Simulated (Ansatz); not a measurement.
The compound is CuF2 (1T sheet).

The cell holds 3 atoms: 1 Cu and 2 F. Its edges and angles: a = 3.136 Å, b = 3.136 Å, c = 28.816 Å, α = 90.0°, β = 90.0°, γ = 120.0°. Vacuum lies along c.

```xyz
3
Lattice="0.0000 -2.2176 2.2176 2.2176 0.0000 -2.2176 16.6372 16.6372 16.6372" Properties=species:S:1:pos:R:3
Cu    5.3429    5.3429    5.3429
F     7.3429    5.1253    5.1253
F     5.5604    3.3428    5.5604
```

The structure was relaxed with PBEsol. The structure was generated from a model, not taken from a measurement. The runs that relaxed it are not among those shown. The program's search for lower electronic states was switched off, so nothing shows that the state found is the lowest. PAW set soft_2, made with PBE.

A constrained-RPA run (Ansatz 0.2.0; non-magnetic PBEsol; Cu d + anion p, bands v11 to v1, 6×6×1 mesh, medium accuracy) builds 11 functions on bands 6.6 eV wide, with 21.0 electrons in the window. The bare on-site interaction is 28.3 eV and the bare J 0.99 eV.

Question: Estimate U, U′ and J.

On the Cu d shell, U = 13.38 eV (47 % of the bare value), U′ = 11.71 eV, J = 0.84 eV.

The parent state is non-magnetic and the interaction static (zero frequency); U depends on the window and the orbitals, so it belongs to this model alone. A window that holds the anion p bands defines a model with explicit ligands; its U belongs to that model and is not the U of DFT+U.

[Paths, hosts, dates, memory and timing lines, banners, echoed tables and standing remarks are left out of the program output.]

[Logs are printed without paths, hosts, clocks, repeated set-up lines and the standing remarks that a program may print on its own settings, such as how far it seeks lower states.]

[Runs of the session that timed out or met a known fault of the program may be left out.]

[Hosts, paths, dates, database ids (printed as entryN), source tags and the programs' standing remarks are cut or masked in the printed files.]
